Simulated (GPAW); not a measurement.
# Core-hole calculation of the Li K edge in LiMg (P-6m2)

Aim: the near-edge shape at the Li K edge of LiMg (P-6m2), and what the core hole does to it.

Main program and level: GPAW 26.7.0; X-ray absorption from dipole matrix elements to empty bands, plane-wave PAW LDA.

### Step 1. Starting point

The structure is hexagonal, space group P-6m2 (No. 187). The conventional cell has a = 3.108 Å, b = 3.108 Å, c = 5.025 Å, α = 90.00°, β = 90.00°, γ = 120.00°. Mg has 6 Li at 3.09 Å and 6 Mg at 3.11 Å nearest. Nearest to Li lie 6 Mg at 3.09 Å and 6 Li at 3.11 Å. Farther neighbours are not listed.

As a file:

```xyz
2
Lattice="3.1085 0.0000 0.0000 -1.5542 2.6920 0.0000 0.0000 0.0000 5.0255" Properties=species:S:1:pos:R:3 pbc="T T T"
Mg    1.5542    0.8973    2.5127
Li    0.0000    0.0000    0.0000
```

### Step 2. Ground state of the crystal

A plain self-consistent run shows whether there is a gap, which decides the set-up of the core-hole run.

The input, scf.py:

```python
import numpy as np
from ase import Atoms
from ase.parallel import parprint, paropen
from gpaw import GPAW, PW, FermiDirac, Mixer, MixerDif, setup_paths
from gpaw.test import gen
setup_paths.insert(0, '.')
gen('Li', name='nch1s', xcname='LDA', corehole=(1, 0, 0), write_xml=True)
from gpaw.mpi import world
world.barrier()

atoms = Atoms('MgLi',
    cell=[[3.10849752, 0, 0],
     [-1.55424876, 2.69203782, 0],
     [0, 0, 5.02546768]],
    scaled_positions=[[0.66666667, 0.33333333, 0.5],
     [0, 0, 0]],
    pbc=True)
atoms.calc = calc = GPAW(legacy_gpaw=True, mode=PW(500, force_complex_dtype=True), xc='LDA', setups={1: 'nch1s'},
    kpts={'size': (9, 9, 5), 'gamma': True}, occupations=FermiDirac(0.05),
    charge=0, mixer=Mixer(0.1, 5, 50), maxiter=150,
    convergence={'density': 0.0001, 'eigenstates': 1e-6}, txt='scf.txt')
energy = atoms.get_potential_energy() + calc.get_reference_energy()
ef = calc.get_fermi_level()
out = dict(energy=energy, fermi=ef, forces=atoms.get_forces().tolist())
parprint(f'all-electron energy {energy:.4f} eV, Fermi level {ef:.4f} eV')
ev = np.array([[calc.get_eigenvalues(k, s) for k in range(len(calc.get_ibz_k_points()))] for s in range(calc.get_number_of_spins())])
out['homo'], out['lumo'], out['counts'] = ev[ev < ef].max(), ev[ev > ef].min(), sorted(set((ev < ef).sum((0, 2)).tolist()))
out['filled'] = (ev[:, 0] < ef).sum(1).tolist()
import json
with paropen('out.json', 'w') as f:
    json.dump(out, f)
```

Run with:

```console
$ OMP_NUM_THREADS=1 mpirun -n 4 gpaw python scf.py
```

Numbers of over 12 decimals in the logs are rounded to 6 here.

The log of the run:

```text
Input parameters:
  convergence: {density: 0.0001,
                eigenstates: 1e-06}
  kpts: {gamma: True,
         size: (9, 9, 5)}
  maxiter: 150
  mixer: {backend: pulay,
          beta: 0.1,
          method: separate,
          nmaxold: 5,
          weight: 50}
  mode: {ecut: 500.0,
         force_complex_dtype: True,
         name: pw}
  occupations: {fixmagmom: False,
                name: fermi-dirac,
                width: 0.05}
  setups: {1: nch1s}

Initialize ...

[... PAW data sets ...]

Reference energy: -5626.838821  # eV

Spin-paired calculation

[... convergence settings ...]
Symmetries present (total): 12
  [... symmetry matrices ...]

405 k-points: 9 x 9 x 5 Monkhorst-Pack grid
36 k-points in the irreducible part of the Brillouin zone
       k-points in crystal coordinates                weights
   0:     0.00000000    0.00000000    0.00000000          1/405
   1:     0.00000000    0.00000000    0.20000000          2/405
   2:     0.00000000    0.00000000    0.40000000          2/405
   3:     0.11111111    0.00000000    0.00000000          6/405
   4:     0.11111111    0.00000000    0.20000000         12/405
   5:     0.11111111    0.00000000    0.40000000         12/405
   6:     0.22222222   -0.11111111    0.00000000          6/405
   7:     0.22222222   -0.11111111    0.20000000         12/405
   8:     0.22222222   -0.11111111    0.40000000         12/405
   9:     0.22222222    0.00000000    0.00000000          6/405
          ...
  35:     0.44444444    0.44444444    0.40000000         12/405

Wave functions: Plane wave expansion
  Cutoff energy: 500.000 eV
  Number of coefficients (min, max): 1050, 1092
  Pulay-stress correction: 0.000000 eV/Ang^3 (de/decut=0.000000)
  Using FFTW library
  Wavefunction extrapolation:
    Improved wavefunction reuse through dual PAW basis

Occupation numbers: Fermi-Dirac:
  width: 0.0500  # eV

Eigensolver
   Davidson(niter=2)

Densities:
  Coarse grid: 18*18*27 grid
  Fine grid: 36*36*54 grid
  Total Charge: 0.000000

Density mixing:
  Method: separate
  Backend: pulay
  Linear mixing parameter: 0.1
  old densities: 5
  Width of damping distribution: 1.1
  Damping of long wavelength oscillations: 50

[... Hamiltonian set-up ...]
Number of atoms: 2
Number of atomic orbitals: 12
Number of bands in calculation: 11
Number of valence electrons: 11
Bands to converge: occupied

... initialized

Initializing position-dependent things.

Density initialized from atomic densities
Creating initial wave functions:
  11 bands from LCAO basis set

            Mg

       Li

Atomic positions and initial magnetic moments

Positions:
   0 Mg     1.554249    0.897346    2.512734    ( 0.0000,  0.0000,  0.0000)
   1 Li     0.000000    0.000000    0.000000    ( 0.0000,  0.0000,  0.0000)

Unit cell:
           periodic     x           y           z      points  spacing
  1. axis:    yes    3.108498    0.000000    0.000000    18     0.1496
  2. axis:    yes   -1.554249    2.692038    0.000000    18     0.1496
  3. axis:    yes    0.000000    0.000000    5.025468    27     0.1861

  Lengths:   3.108498   3.108498   5.025468
  Angles:   90.000000  90.000000 120.000000

Effective grid spacing dv^(1/3) = 0.1688

iter:   1    -4.163330
iter:   2    -4.107390   -0.85  -1.27
iter:   3    -4.019666   -1.46  -1.38
iter:   4    -4.021945   -2.12  -1.72
iter:   5    -4.015601   -3.00  -1.82
iter:   6    -4.015385   -4.25  -2.60
iter:   7    -4.015150c  -4.74  -2.80
iter:   8    -4.015137c  -6.08c -3.46
iter:   9    -4.015136c  -6.52c -3.76
iter:  10    -4.015136c  -7.78c -4.46c

Converged after 10 iterations.

Dipole moment: (1.617888, -0.934088, 0.000000) |e|*Ang

Energy contributions relative to reference atoms: (reference = -5626.838821)

Kinetic:         +0.149396
Potential:       +1.279941
External:        +0.000000
XC:              -5.365163
Entropy (-ST):   -0.007002
Local:           -0.075809
SIC:             +0.000000
--------------------------
Free energy:     -4.018637
Extrapolated:    -4.015136

Showing only first 2 kpts
 Kpt  Band  Eigenvalues  Occupancy
  0     3    -40.84609    2.00000
  0     4     -3.79852    2.00000
  0     5      1.12000    2.00000
  0     6      3.12888    0.00000

  1     3    -40.84607    2.00000
  1     4     -3.66624    2.00000
  1     5      0.14005    2.00000
  1     6      4.58044    0.00000

Fermi level: 1.88882

No gap
No difference between direct/indirect transitions

Forces in eV/Ang:
  0 Mg    0.00000    0.00000    0.00000
  1 Li    0.00000    0.00000    0.00000
Scalar-relativistic atomic LDA calculation for Li (Lithium, Z=3)
Core hole in 1s state (1s occupation: 2.0)
300 radial gridpoints.
|------------------------------------------------|
|------------------------------------------------|
[... the atom generator's iteration count ...]

Energy contributions:
-------------------------
Kinetic:       +7.239206
XC:            -1.652020
Potential:    -12.922674
-------------------------
Total:         -7.335488

state      eigenvalue         ekin         rmax
-----------------------------------------------
1s^2.0 :    -1.878344     3.502985        0.365
2s^1.0 :    -0.105610     0.233235        3.124
2p^0.0 :    -0.041382     0.137004        3.898
-----------------------------------------------
(units: Bohr and Hartree)

Generating PAW setup
Kinetic energy of the core from tauc = 7.006868
Cutoffs:
rc(s)=2.000
rc(p)=2.000
rc(d)=2.000
rc(vbar)=1.800
rc(comp)=2.000
rc(nct)=2.000

Kinetic energy of the core states: 7.005971
Charge: 0.0
Core electrons: 2.0
Valence electrons: 1.0
Pseudo-core charge: 0.168869
Shape function alpha=2.500
Pseudo-electron charge 1.164086
state    eigenvalue         norm
--------------------------------
2s(1) :    -0.105610     0.995217
*s    :     0.894390
2p(0) :    -0.041382     0.995581
*p    :     0.958618
*d    :     0.000000
--------------------------------

Diagonalizing with gridspacing h=0.050

state   all-electron     PAW
-------------------------------
2s:      -0.105610    -0.105589
2p:      -0.041382    -0.041286
*d:                    0.026692
*f:                    0.061621
-------------------------------
all-electron energy -5630.8540 eV, Fermi level 1.8888 eV
```

Run time: 4.9 s. Hardware: 4 MPI ranks of Intel Xeon Platinum 8488C (Sapphire Rapids), shared host; peak memory 0.16 GiB.

The mesh shows no gap, so the system is treated as a metal and the core electron is put at the Fermi level (neutral cell).

### Step 3. Spectrum without a core hole, Li atom 2

This cheap baseline ignores the attraction of the hole: it shows the absorber's empty states as they are in the ground state. The data set with a hole of occupation 0 only carries the core orbital.

The absorber has 6 Mg at 3.09 Å and 6 Li at 3.11 Å (anticuboctahedral, as in hcp, site symmetry -6m2).

The input, xas.py:

```python
import numpy as np
from ase import Atoms
from ase.parallel import parprint, paropen
from gpaw import GPAW, PW, FermiDirac, Mixer, MixerDif, setup_paths
from gpaw.test import gen
setup_paths.insert(0, '.')
gen('Li', name='nch1s', xcname='LDA', corehole=(1, 0, 0), write_xml=True)
from gpaw.mpi import world
world.barrier()

atoms = Atoms('MgLi',
    cell=[[3.10849752, 0, 0],
     [-1.55424876, 2.69203782, 0],
     [0, 0, 5.02546768]],
    scaled_positions=[[0.66666667, 0.33333333, 0.5],
     [0, 0, 0]],
    pbc=True)
atoms.calc = calc = GPAW(legacy_gpaw=True, mode=PW(500, force_complex_dtype=True), xc='LDA', setups={1: 'nch1s'},
    kpts={'size': (13, 13, 7), 'gamma': True}, occupations=FermiDirac(0.1),
    charge=0, mixer=Mixer(0.1, 5, 50), maxiter=150,
    convergence={'density': 0.0001, 'eigenstates': 1e-6}, txt='scf.txt')
energy = atoms.get_potential_energy() + calc.get_reference_energy()
ef = calc.get_fermi_level()
out = dict(energy=energy, fermi=ef, forces=atoms.get_forces().tolist())
parprint(f'all-electron energy {energy:.4f} eV, Fermi level {ef:.4f} eV')
ev = np.array([[calc.get_eigenvalues(k, s) for k in range(len(calc.get_ibz_k_points()))] for s in range(calc.get_number_of_spins())])
out['homo'], out['lumo'], out['counts'] = ev[ev < ef].max(), ev[ev > ef].min(), sorted(set((ev < ef).sum((0, 2)).tolist()))
out['filled'] = (ev[:, 0] < ef).sum(1).tolist()

from ase.units import Ha
from gpaw.xas import dipole_matrix_elements
nb = int(calc.get_number_of_electrons() / 2) + 28
top = nb
nscf = calc.fixed_density(kpts={'size': (9, 9, 5), 'gamma': True},
    convergence={'eigenstates': 1.0}, txt='nscf.txt')
nscf.diagonalize_full_hamiltonian(nbands=nb)
cell = atoms.cell.array
ops = [cell.T @ U.T @ np.linalg.inv(cell.T) for U in nscf.wfs.kd.symmetry.op_scc]
E = np.arange(-25, 34, 0.1)
fwhm = np.interp(E, [4, 25], [0.9, 3.5])
Y, X, zero, highest = 0, 0, 1e9, 1e9
for spin in range(nscf.get_number_of_spins()):
    wfs = nscf.wfs
    mine = wfs.bd.get_slice()  # this rank's bands
    A = dipole_matrix_elements(wfs.setups[1])
    eps = np.zeros((wfs.kd.nibzkpts, nb))
    d = np.zeros((3, A.shape[1], wfs.kd.nibzkpts, nb), complex)
    for kpt in wfs.kpt_u:
        if kpt.s == spin and 1 in kpt.P_ani:
            eps[kpt.k, mine] = kpt.eps_n * Ha
            d[:, :, kpt.k, mine] = (kpt.weight * wfs.nspins / 2) ** 0.5 * np.inner(A, kpt.P_ani[1])
    world.sum(eps)
    world.sum(d)
    T = np.einsum('amkn,bmkn->abkn', d, d.conj()).real
    T = sum(np.einsum('ai,ijkn,bj->abkn', R, T, R) for R in ops) / len(ops)
    empty = eps > ef
    zero, highest = min(zero, eps[empty].min()), min(highest, eps[:, top - 1].min())
    lines = [(eps, T, empty)] if spin == 0 else lines + [(eps, T, empty)]
for eps, T, empty in lines:
    f = np.einsum('aakn->akn', T).reshape(3, -1)
    x = eps.ravel() - zero
    w = np.interp(x, E, fwhm) / 2.35482
    g = np.exp(-0.5 * ((E[:, None] - x) / w) ** 2) / (w * (2 * np.pi) ** 0.5)
    Y = Y + (f * empty.ravel()) @ g.T
    X = X + (f * ~empty.ravel()) @ g.T
out.update(E=E.round(2).tolist(), xas=Y.tolist(), xes=X.tolist(), zero=zero, valid=highest - zero, nk=len(eps), nb=nb)
for i in range(0, len(E), 10):
    parprint(f'{E[i]:7.2f}', *(f'{v:10.3e}' for v in Y[:, i]))
import json
with paropen('out.json', 'w') as f:
    json.dump(out, f)
```

Run with:

```console
$ OMP_NUM_THREADS=1 mpirun -n 4 gpaw python xas.py
```

The log of the run:

```text
Input parameters:
  convergence: {density: 0.0001,
                eigenstates: 1e-06}
  kpts: {gamma: True,
         size: (13, 13, 7)}
  maxiter: 150
  mixer: {backend: pulay,
          beta: 0.1,
          method: separate,
          nmaxold: 5,
          weight: 50}
  mode: {ecut: 500.0,
         force_complex_dtype: True,
         name: pw}
  occupations: {fixmagmom: False,
                name: fermi-dirac,
[...]
*p    :     0.958618
*d    :     0.000000
--------------------------------

Diagonalizing with gridspacing h=0.050

state   all-electron     PAW
-------------------------------
2s:      -0.105610    -0.105589
2p:      -0.041382    -0.041286
*d:                    0.026692
*f:                    0.061621
-------------------------------
all-electron energy -5630.8326 eV, Fermi level 1.9249 eV
[...]
32.00  2.284e-03  2.284e-03  2.248e-03
  33.00  2.054e-03  2.054e-03  2.422e-03
[key lines of the parts left out:]
Converged after 10 iterations.
Dipole moment: (1.621616, -0.936241, -0.000000) |e|*Ang
Free energy:     -4.010217
Fermi level: 1.92487
```

Run time: 25 s. Hardware: 4 MPI ranks; peak memory 0.33 GiB.

The Li K spectrum, Li atom 2, no core hole (energy from the lowest empty level; intensity scaled to a mean of 1 over the first 20 eV; polarised curves are means over the symmetry-equivalent atoms):

| E (eV) | isotropic | ε ⊥ c | ε ∥ c |
| --- | --- | --- | --- |
| -2.0 | 0.00 | 0.00 | 0.00 |
| -1.4 | 0.00 | 0.00 | 0.00 |
| -0.8 | 0.02 | 0.02 | 0.01 |
| -0.2 | 0.19 | 0.21 | 0.16 |
| 0.4 | 0.52 | 0.57 | 0.42 |
| 1.0 | 0.52 | 0.57 | 0.43 |
| 1.6 | 0.30 | 0.32 | 0.27 |
| 2.2 | 0.46 | 0.44 | 0.49 |
| 2.8 | 0.57 | 0.56 | 0.61 |
| 3.4 | 0.74 | 0.66 | 0.90 |
| 4.0 | 0.65 | 0.61 | 0.73 |
| 4.6 | 0.74 | 0.68 | 0.86 |
| 5.2 | 0.86 | 0.81 | 0.96 |
| 5.8 | 0.84 | 0.83 | 0.86 |
| 6.4 | 0.73 | 0.76 | 0.65 |
| 7.0 | 0.73 | 0.81 | 0.57 |
| 7.6 | 0.92 | 1.03 | 0.69 |
| 8.2 | 1.14 | 1.27 | 0.90 |
| 8.8 | 1.27 | 1.37 | 1.06 |
| 9.4 | 1.35 | 1.40 | 1.26 |
| 10.0 | 1.50 | 1.49 | 1.52 |
| 10.6 | 1.68 | 1.65 | 1.72 |
| 11.2 | 1.70 | 1.70 | 1.71 |
| 11.8 | 1.50 | 1.52 | 1.45 |
| 12.4 | 1.27 | 1.31 | 1.19 |
| 13.0 | 1.16 | 1.21 | 1.08 |
| 13.6 | 1.17 | 1.21 | 1.09 |
| 14.2 | 1.20 | 1.23 | 1.15 |
| 14.8 | 1.22 | 1.21 | 1.22 |
| 15.4 | 1.19 | 1.13 | 1.30 |
| 16.0 | 1.14 | 1.02 | 1.39 |
| 16.6 | 1.11 | 0.93 | 1.47 |
| 17.2 | 1.09 | 0.90 | 1.47 |
| 17.8 | 1.07 | 0.90 | 1.41 |
| 18.4 | 1.01 | 0.88 | 1.28 |
| 19.0 | 0.92 | 0.82 | 1.13 |
| 19.6 | 0.81 | 0.75 | 0.93 |
| 20.2 | 0.69 | 0.67 | 0.72 |
| 20.8 | 0.59 | 0.62 | 0.54 |
| 21.4 | 0.54 | 0.60 | 0.41 |
| 22.0 | 0.52 | 0.61 | 0.36 |
| 22.6 | 0.53 | 0.62 | 0.35 |
| 23.2 | 0.53 | 0.62 | 0.36 |
| 23.8 | 0.54 | 0.61 | 0.38 |
| 24.4 | 0.54 | 0.61 | 0.40 |
| 25.0 | 0.54 | 0.61 | 0.41 |
| 25.6 | 0.55 | 0.61 | 0.43 |
| 26.2 | 0.57 | 0.63 | 0.46 |
| 26.8 | 0.60 | 0.65 | 0.49 |
| 27.4 | 0.62 | 0.68 | 0.52 |
| 28.0 | 0.65 | 0.70 | 0.55 |
| 28.6 | 0.67 | 0.72 | 0.57 |
| 29.2 | 0.68 | 0.73 | 0.57 |
| 29.8 | 0.66 | 0.71 | 0.57 |
| 30.4 | 0.64 | 0.68 | 0.55 |
| 31.0 | 0.61 | 0.64 | 0.55 |
| 31.6 | 0.59 | 0.60 | 0.56 |

Main maxima below 24 eV (height): 0.7 eV (0.62), 3.5 eV (0.74), 5.4 eV (0.87), 11.0 eV (1.72) and 14.7 eV (1.22). A K edge sees empty p states on the absorber.

The same matrix elements for filled bands give the Li K emission of Li atom 2 (ground-state approximation; energy from the lowest empty level, largest value 1):

```
E (eV)  emission
-24.00      0.00
-23.25      0.00
-22.50      0.00
-21.75      0.00
-21.00      0.00
-20.25      0.00
-19.50      0.00
-18.75      0.00
-18.00      0.00
-17.25      0.00
-16.50      0.00
-15.75      0.00
-15.00      0.00
-14.25      0.00
-13.50      0.00
-12.75      0.00
-12.00      0.00
-11.25      0.00
-10.50      0.00
 -9.75      0.00
 -9.00      0.00
 -8.25      0.00
 -7.50      0.00
 -6.75      0.00
 -6.00      0.01
 -5.25      0.07
 -4.50      0.12
 -3.75      0.16
 -3.00      0.20
 -2.25      0.37
 -1.50      0.64
 -0.75      0.97
  0.00      0.60
  0.75      0.03
  1.50      0.00
  2.25      0.00
  3.00      0.00
```

Emission maxima: -0.6 eV (1.00).

### Step 4. Reference energy of the supercell

The photon energy needs a difference of total energies, so the cell and mesh of the coming hole run are first run without a hole.

Changes to scf.py since step 2:

```diff
@@ -10,11 +10,17 @@
 
-atoms = Atoms('MgLi',
-    cell=[[3.10849752, 0, 0],
-     [-1.55424876, 2.69203782, 0],
-     [0, 0, 5.02546768]],
-    scaled_positions=[[0.66666667, 0.33333333, 0.5],
-     [0, 0, 0]],
+atoms = Atoms('Mg4Li4',
+    cell=[[-3.10849752, 0, -5.02546768],
+     [3.10849752, 0, -5.02546768],
+     [3.10849752, -5.38407564, 0]],
+    scaled_positions=[[0.41666667, 0.08333333, 0.83333333],
+     [0.41666667, 0.08333333, 0.33333333],
+     [0.91666667, 0.58333333, 0.83333333],
+     [0.91666667, 0.58333333, 0.33333333],
+     [0, 0, 0],
+     [0, 0, 0.5],
+     [0.5, 0.5, 0],
+     [0.5, 0.5, 0.5]],
     pbc=True)
-atoms.calc = calc = GPAW(legacy_gpaw=True, mode=PW(500, force_complex_dtype=True), xc='LDA', setups={1: 'nch1s'},
-    kpts={'size': (9, 9, 5), 'gamma': True}, occupations=FermiDirac(0.05),
+atoms.calc = calc = GPAW(legacy_gpaw=True, mode=PW(500, force_complex_dtype=True), xc='LDA', setups={4: 'nch1s'},
+    kpts={'size': (4, 4, 4), 'gamma': True}, occupations=FermiDirac(0.1),
     charge=0, mixer=Mixer(0.1, 5, 50), maxiter=150,
```

Run with:

```console
$ OMP_NUM_THREADS=1 mpirun -n 4 gpaw python scf.py
```

The log of the run:

```text
Input parameters:
  convergence: {density: 0.0001,
                eigenstates: 1e-06}
  kpts: {gamma: True,
         size: (4, 4, 4)}
  maxiter: 150
  mixer: {backend: pulay,
          beta: 0.1,
          method: separate,
          nmaxold: 5,
          weight: 50}
  mode: {ecut: 500.0,
         force_complex_dtype: True,
         name: pw}
  occupations: {fixmagmom: False,
                name: fermi-dirac,
[...]
warnings.warn(
<dir> UserWarning: Using symmetrized grid: (35,35,35).

  warnings.warn('Using symmetrized grid: ({},{},{}).\n'.format(*N_c))
<dir> UserWarning: Using symmetrized grid: (35,35,35).

  warnings.warn('Using symmetrized grid: ({},{},{}).\n'.format(*N_c))
<dir> UserWarning: Using symmetrized grid: (35,35,35).

  warnings.warn('Using symmetrized grid: ({},{},{}).\n'.format(*N_c))
all-electron energy -22523.2656 eV, Fermi level 2.0411 eV
[key lines of the parts left out:]
Converged after 12 iterations.
Dipole moment: (-6.756025, -3.756216, -0.000000) |e|*Ang
Free energy:    -15.984127
Fermi level: 2.04114
```

It took 14 s on 4 MPI ranks; peak memory 0.25 GiB.

Reference energy: -22523.266 eV with the cores included.

[end of part 1 of 3]

[Banner, clock and machine lines of the logs are left out without a mark of their own.]

[Logs are printed without paths, hosts, clocks, repeated set-up lines and the standing remarks that a program may print on its own settings, such as how far it seeks lower states.]

[Hosts, paths, dates, database ids (printed as entryN), source tags and the programs' standing remarks are cut or masked in the printed files.]

[Lists of maxima count a maximum above −3 eV only where it reaches 4 % of the highest in the window and stands out from its surroundings by 2 % of it (1.5 % where it reaches 55 %); shoulders and weaker maxima are passed over, and of the rest the first, up to two pre-edge ones and the few strongest are named.]
